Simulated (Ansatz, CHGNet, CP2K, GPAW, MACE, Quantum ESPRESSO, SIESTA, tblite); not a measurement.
**tblite on random packing of S (77 atoms): settings against a plane-wave reference**

How do the settings of tblite change the result for random packing of S (77 atoms)? A plane-wave run serves as the yardstick.

Method: the method is named at each step, in tblite 0.8.0.

### 1. Starting point

The cell holds 77 atoms: 77 S. Its edges and angles: a = 13.306 Å, b = 13.306 Å, c = 13.306 Å, α = 90.0°, β = 90.0°, γ = 90.0°. 77 atoms (77 S) packed at random in a cube at 1.74 g/cm³ and pushed apart as soft spheres; a start for melting by ab initio MD, not an equilibrated structure. Then every atom was moved at random, 0.02 Å r.m.s. a Cartesian component.

The yardstick, on the same geometry:

```
method                 : Kohn-Sham DFT, PBE, PAW, plane waves (Ansatz 0.2.0); cutoff 420 eV, Γ point, fermi-dirac smearing of 0.05 eV; PAW set soft_2
r.m.s. force component : 0.9647 eV/Å
longest force          : 3.186 eV/Å
pressure               : -10 GPa
SCF cycles             : 11
time                   : 27 s on 4 threads of Arm Neoverse V1, shared host
CPU time               : 1.7 min
```

### 2. GFN2-xTB

Method: GFN2-xTB tight binding, diagonalisation.

File run.py:

```python
import numpy as np
from ase.io import read
from tblite.ase import TBLite

atoms = read("structure.xyz")
atoms.calc = TBLite(method="GFN2-xTB", electronic_temperature=580, accuracy=1.0, max_iterations=250, mixer_damping=0.4, verbosity=1)
energy = atoms.get_potential_energy()
forces = atoms.get_forces()
print(f"energy {energy:.6f} eV")
print("forces (eV/A)")
for i, (a, f) in enumerate(zip(atoms, forces)):
    print(f"{i:4d} {a.symbol:2s} {f[0]:10.5f} {f[1]:10.5f} {f[2]:10.5f}")
stress = -atoms.get_stress(voigt=False) * 160.21766
print("stress (GPa, compression positive)")
for row in stress:
    print(" ".join(f"{x:10.4f}" for x in row))
print("charges (e)")
print(np.array2string(atoms.get_charges(), precision=4, suppress_small=True, max_line_width=110, threshold=100000))
```

File structure.xyz:

```xyz
77
Lattice="13.30610 0.00000 0.00000 0.00000 13.30610 0.00000 0.00000 0.00000 13.30610" Properties=species:S:1:pos:R:3 pbc="T T T"
S 5.85229 5.24220 11.85520
S 7.15735 6.55552 3.35726
S 2.61265 10.61867 5.70073
S 3.48700 13.08815 12.92754
S 11.26827 2.56515 11.88541
S 4.82120 8.27254 4.15084
S 1.60086 3.54847 8.62262
S 5.52642 0.75179 3.75897
S 11.44777 2.93479 5.64445
S 8.58935 1.00434 8.65189
S 5.13136 5.59349 1.04333
S 5.24314 11.47119 3.67275
S 5.97484 6.49404 6.99222
S 8.85880 1.05371 2.03477
S 4.83637 12.89082 7.25595
S 5.71457 11.67717 0.41488
S 12.56029 10.08882 12.62323
S 12.42071 1.70132 8.14227
S 10.34363 8.64404 11.71855
S 11.92280 9.36364 8.72707
S 10.99842 10.62133 2.99454
S 9.90839 6.73528 9.35406
S 1.53779 4.02270 5.97790
S 7.23133 11.74077 8.84150
S 0.27357 7.32514 2.00510
S 1.45875 2.45977 1.68189
S 11.30819 6.91265 3.11110
S 5.56301 9.61565 9.31028
S 2.60520 12.52144 3.73076
S 11.68249 13.05528 2.25432
S 2.91204 7.62998 6.95510
S 6.91398 8.96405 1.69081
S 8.11486 2.22771 6.49857
S 5.66188 1.63386 11.98999
S 10.29347 9.29365 5.17261
S 12.86261 12.44945 11.59879
S 8.79187 4.53658 10.49146
S 12.56482 6.19811 13.18408
S 11.41770 6.05374 5.94716
S 5.06803 3.58426 9.54393
S 7.70822 7.74987 12.02339
S 0.23765 3.63403 12.75350
S 8.73971 7.44210 6.02234
S 0.79464 13.15188 8.93904
S 5.26842 7.05543 9.56509
S 2.99454 7.20286 1.84156
S 8.96578 1.40007 11.10860
S 8.31339 13.24037 5.42636
S 8.12590 4.14565 4.21830
S 2.73560 1.74816 10.71474
S 2.89860 10.63157 9.63934
S 12.23948 5.63886 8.70592
S 12.71704 8.30407 6.08421
S 10.91153 3.49192 2.89434
S 9.35485 9.02832 1.26355
S 7.65354 11.87090 2.73387
[... 17 atom lines left out ...]
S 10.58540 11.83059 6.60741
S 1.09469 10.06074 2.83859
S 4.46899 8.25218 12.48844
S 8.97031 11.20094 12.84664
```

On the command line:

```console
> OMP_NUM_THREADS=1 python run.py > output.txt
```

What it wrote:

```text
------------------------------------------------------------
  cycle        total energy    energy error   density error
------------------------------------------------------------
      1     -244.0401755458  -2.4413399E+02   2.3702039E-01
      2     -162.6676630787   8.1372512E+01   7.1998848E-01
      3     -182.1655959974  -1.9497933E+01   5.7495261E-01
      4     -217.1886573520  -3.5023061E+01   4.4524363E-01
      5     -235.2487488935  -1.8060092E+01   3.0102198E-01
      6     -235.6745942984  -4.2584540E-01   2.5718325E-01
      7     -243.6016129899  -7.9270187E+00   1.9241293E-01
      8     -241.2272656856   2.3743473E+00   2.0525598E-01
      9     -243.5919318067  -2.3646661E+00   1.6101617E-01
     10     -238.8662600465   4.7256718E+00   2.4273591E-01
     11     -242.2190701454  -3.3528101E+00   1.9132169E-01
     12     -242.8196787727  -6.0060863E-01   1.7076508E-01
     13     -242.9070342578  -8.7355485E-02   1.7653434E-01
     14     -245.8601926459  -2.9531584E+00   1.1865321E-01
     15     -246.3389836481  -4.7879100E-01   8.7964108E-02
     16     -243.1557235002   3.1832601E+00   1.5330187E-01
     17     -246.3509291969  -3.1952057E+00   9.1213438E-02
     18     -246.1445103371   2.0641886E-01   9.5236065E-02
     19     -246.5379437074  -3.9343337E-01   8.1638000E-02
     20     -246.2744701421   2.6347357E-01   9.0004507E-02
     21     -246.3105068719  -3.6036730E-02   8.1744760E-02
     22     -246.7419775651  -4.3147069E-01   6.9515179E-02
     23     -246.8629825831  -1.2100502E-01   5.2444794E-02
     24     -247.0333612295  -1.7037865E-01   4.0393670E-02
[...]
54     -247.2107317147  -6.3172337E-07   1.0951236E-04
     55     -247.2107320587  -3.4398354E-07   8.4665118E-05
     56     -247.2107321858  -1.2712772E-07   6.9304228E-05
     57     -247.2107324468  -2.6102475E-07   4.3417836E-05
     58     -247.2107325253  -7.8467394E-08   3.3668354E-05
     59     -247.2107325489  -2.3617133E-08   3.0404754E-05
     60     -247.2107326018  -5.2864607E-08   2.2736622E-05
     61     -247.2107326196  -1.7811089E-08   1.9390705E-05
------------------------------------------------------------
 total:                                  11.595 sec
energy -6726.946675 eV
forces (eV/A)
   0 S    -0.51063    0.35279    0.61598
   1 S     1.03964   -1.56314   -1.30046
   2 S    -1.49850    2.02082   -0.62786
   3 S     1.17539    0.47507   -0.21038
   4 S     0.18312    0.31742    0.08892
   5 S     0.05140   -0.26201   -0.46990
   6 S    -0.40329   -0.40967   -1.40827
   7 S    -1.16717   -1.53871    0.26976
   8 S     0.02289    0.68055   -1.27878
   9 S    -0.21833    0.23064    0.92762
  10 S    -0.57192    0.08050   -1.79147
  11 S     0.27457    2.67682   -0.90680
  12 S    -0.98914    0.71522    1.96796
  13 S    -1.24798    0.11281   -0.25731
  14 S     0.81770   -0.57994    0.58058
  15 S    -0.59576   -0.46831   -2.03390
  16 S    -0.60353    1.43561   -1.40623
  17 S     2.02438   -1.13492    0.45064
  18 S    -0.74808    0.33294    0.44660
  19 S    -1.90761   -0.07906   -0.84368
  20 S     0.40819    1.86825   -0.59379
  21 S     1.27999   -2.33074    0.75605
  22 S     0.74172   -0.41928    0.58340
  23 S    -0.63489   -0.45530   -0.37426
[...]
69 S     1.85260    0.40465    0.07720
  70 S     0.63254    0.83197    2.08151
  71 S     1.93786   -2.02929    0.53095
  72 S    -2.27911   -0.51288    1.41188
  73 S    -0.72027    0.01816   -0.95337
  74 S     2.78117    0.03419   -1.21963
  75 S    -0.16416   -0.72497    0.00285
  76 S    -0.74920   -1.37396   -0.91473
stress (GPa, compression positive)
  -11.4495     0.5436    -0.5075
    0.5436   -11.1834     0.5082
   -0.5075     0.5082   -10.4020
charges (e)
[ 0.042   0.0435  0.0418 -0.0333 -0.0766 -0.1097 -0.0212 -0.014  -0.0606  0.0402  0.0278  0.0745 -0.0535
 -0.0255 -0.1004 -0.0172 -0.0489 -0.0143  0.0283 -0.0553 -0.0568  0.0702 -0.0084 -0.0356  0.1452  0.0615
 -0.0776  0.0444 -0.0097 -0.0656 -0.0823 -0.0102  0.0515  0.007   0.0882  0.0897 -0.0658 -0.0833  0.0737
 -0.0717 -0.0418  0.0662 -0.0131  0.0465  0.0508 -0.0235  0.0298  0.0046 -0.0693 -0.0022 -0.0659 -0.0354
  0.0429 -0.0128  0.0688  0.0298  0.011  -0.0214 -0.0305  0.0647  0.1306 -0.0073  0.073   0.0089 -0.0074
 -0.0071  0.014  -0.0057  0.01   -0.032   0.1178  0.0268  0.0308 -0.057  -0.047  -0.0893  0.0093]
```

Elapsed: 12 s, on 1 thread of Arm Neoverse V1, shared host; peak memory 0.15 GiB.

Banners, paths, timers and routine set-up lines are dropped from the logs unmarked, and long logs keep their key lines alone; longer cuts are marked.

Compared with the plane-wave run:

```yaml
r_m_s_force_component: 1.204 eV/Å
r_m_s_difference_of_force_components: 302.5 meV/Å
longest_difference_of_force_vectors: 1069 meV/Å
force_difference_over_r_m_s_force: 31.36 %
slope_of_forces_against_the_reference_s: 1.23
correlation_of_force_components: 0.9852
pressure: -11.01 GPa
pressure_difference: -1.011 GPa
```

A closer look about S74, picked at random: 9 atoms, nearest first, numbered in the order of the input, with positions taken from that point.

| atom | x | y | z | distance (Å) | Mulliken charge (e) | Fx | Fy | Fz (eV/Å) |
| --- | --- | --- | --- | --- | --- | --- | --- | --- |
| S74 | 0.00 | 0.00 | 0.00 | 0.00 | -0.06 | -0.72 | 0.02 | -0.95 |
| S48 | -2.27 | 1.41 | -1.18 | 2.92 | 0.00 | 0.78 | 1.91 | 1.51 |
| S35 | -0.29 | -2.54 | -1.43 | 2.93 | 0.09 | -0.59 | 0.09 | -0.34 |
| S67 | 3.18 | 0.42 | -0.27 | 3.22 | 0.01 | 1.32 | -0.75 | 1.43 |
| S20 | 1.34 | -2.47 | 2.12 | 3.52 | -0.06 | -1.91 | -0.08 | -0.84 |
| S70 | -1.40 | -2.25 | 2.34 | 3.54 | -0.03 | 1.85 | 0.40 | 0.08 |
| S10 | -2.00 | 2.48 | 2.04 | 3.78 | 0.04 | -0.22 | 0.23 | 0.93 |
| S68 | -0.05 | 0.24 | 3.78 | 3.78 | -0.01 | 1.22 | 0.24 | 1.37 |
| S21 | 0.41 | -1.21 | -3.61 | 3.83 | -0.06 | 0.41 | 1.87 | -0.59 |

Atoms are counted from 1 here, from 0 in the log.

Forces lie 31 % from the reference's, at 0.12 times its CPU time (on 1 against 4 cores); the SCF took 61 steps, which the time reflects.

### 3. GFN1-xTB

Method: GFN1-xTB tight binding, diagonalisation.

Edit run.py of step 2 so:

```diff
@@ -5,3 +5,3 @@
 atoms = read("structure.xyz")
-atoms.calc = TBLite(method="GFN2-xTB", electronic_temperature=580, accuracy=1.0, max_iterations=250, mixer_damping=0.4, verbosity=1)
+atoms.calc = TBLite(method="GFN1-xTB", electronic_temperature=580, accuracy=1.0, max_iterations=250, mixer_damping=0.4, verbosity=1)
 energy = atoms.get_potential_energy()
```

structure.xyz is that of step 2.

What it wrote:

```text
------------------------------------------------------------
  cycle        total energy    energy error   density error
------------------------------------------------------------
      1     -273.5786611980  -2.7320327E+02   3.4837002E-01
      2     -92.59807112299   1.8098059E+02   1.4865567E+00
      3     -203.9697005813  -1.1137163E+02   9.9466772E-01
      4     -231.2522440979  -2.7282544E+01   7.3392028E-01
      5     -267.0836951945  -3.5831451E+01   4.1017566E-01
      6     -276.9251820710  -9.8414869E+00   2.1295049E-01
[...]
36     -279.4756007819  -2.2388059E-07   7.1573766E-05
     37     -279.4756009688  -1.8689553E-07   3.3917437E-05
     38     -279.4756010121  -4.3357545E-08   1.9100561E-05
------------------------------------------------------------
 total:                                   6.913 sec
energy -7604.918464 eV
forces (eV/A)
   0 S    -0.71709    0.62970    0.43131
   1 S     1.44996   -2.08018   -2.03063
   2 S    -2.25062    3.26549   -1.14935
   3 S     1.77338    0.99215   -0.35302
   4 S     0.16356    0.47428    0.14213
   5 S     0.11779   -0.42310   -0.83388
[...]
74 S     3.76868    0.01259   -1.60687
  75 S    -0.34657   -1.27164   -0.03891
  76 S    -1.27156   -2.41727   -1.21866
stress (GPa, compression positive)
  -18.8085     0.5884    -0.9401
    0.5884   -18.2955     0.7458
   -0.9401     0.7458   -17.2689
charges (e)
[ 0.0231  0.015   0.0129 -0.0198 -0.0376 -0.0529 -0.0109 -0.009  -0.0396  0.0262  0.0101  0.0463 -0.0258
 -0.0255 -0.066  -0.0083 -0.0293 -0.0072  0.0156 -0.0378 -0.0219  0.0242 -0.0059 -0.0145  0.079   0.0372
 -0.0257  0.0306  0.004  -0.0506 -0.0537  0.0023  0.0253 -0.0082  0.059   0.0428 -0.0366 -0.0426  0.0438
 -0.0305 -0.0157  0.0361  0.0036  0.0243  0.0208 -0.0089  0.0148 -0.0073 -0.0305  0.0066 -0.0359 -0.0187
  0.0247 -0.0179  0.0389  0.0284  0.0069  0.0132 -0.0239  0.0328  0.0856 -0.0186  0.0495  0.0089  0.0022
 -0.0094 -0.0001 -0.0065  0.0072 -0.014   0.059  -0.0025  0.0128 -0.0351 -0.0276 -0.0433  0.002 ]
```

The job ended after 7.5 s (1 thread; peak memory 0.15 GiB).

Numbers from this run, and their distance from the reference:

```
r.m.s. force component                  : 1.744 eV/Å
r.m.s. difference of force components   : 828.2 meV/Å
longest difference of force vectors     : 2538 meV/Å
force difference over r.m.s. force      : 85.85 %
slope of forces against the reference's : 1.766
correlation of force components         : 0.9766
pressure                                : -18.12 GPa
pressure difference                     : -8.124 GPa
```

Against the first run (31 %), the force difference from the reference is 86 %, at 0.62 times the CPU time (38 SCF steps against 61).

### 4. The ladder

Differences are against the plane-wave reference, forces as r.m.s. over components; share is that over the reference's r.m.s. force, slope the least-squares factor from reference forces to these. Total energies of different programs have different zeros and aren't compared.

| run | Δ force, r.m.s. (meV/Å) | share (%) | slope | Δ pressure (GPa) | cores | CPU time | memory (GiB) |
| --- | --- | --- | --- | --- | --- | --- | --- |
| reference | - | - | - | - | 4 | 1.7 min | 2.2 |
| tblite GFN2-xTB | 303 | 31.4 | 1.230 | -1.01 | 1 | 12 s | 0.15 |
| tblite GFN1-xTB | 828 | 85.9 | 1.766 | -8.12 | 1 | 7.5 s | 0.15 |

CPU time is summed over cores on a shared host, where runs went side by side, so it is rough. Symmetry, cutoffs, thresholds, outputs and thread counts weren't matched or tuned between programs; memory under MPI is the largest rank's times the ranks.

### 5. Results

```json
{
 "nearest in forces": "tblite GFN2-xTB, 31 %",
 "its CPU time": "12 s"
}
```

What this shows: Tight binding differs by 31 % (tblite GFN2-xTB) to 86 % (tblite GFN1-xTB); it is another model, with fitted parameters of its own, and the xTB methods hold dispersion. Of the electronic-structure runs that take under half the reference's CPU time, tblite GFN2-xTB comes nearest, at 31 % in 12 s against 1.7 min. Periodic xTB results under one method name differ between programs and library versions. The reference's pressure of -10 GPa belongs to a cell and atoms that aren't relaxed at this level. The electronic-structure runs sample only Γ, in a cell whose shortest periodic width is 13 Å, which is coarse for a cell with partly filled levels.

[Also dropped from logs without a mark: logging warnings of Python, and SIESTA's first energy breakdown and zero terms.]

[Logs are printed without paths, hosts, clocks, repeated set-up lines and the standing remarks that a program may print on its own settings, such as how far it seeks lower states.]

[Hosts, paths, dates, database ids (printed as entryN), source tags and the programs' standing remarks are cut or masked in the printed files.]
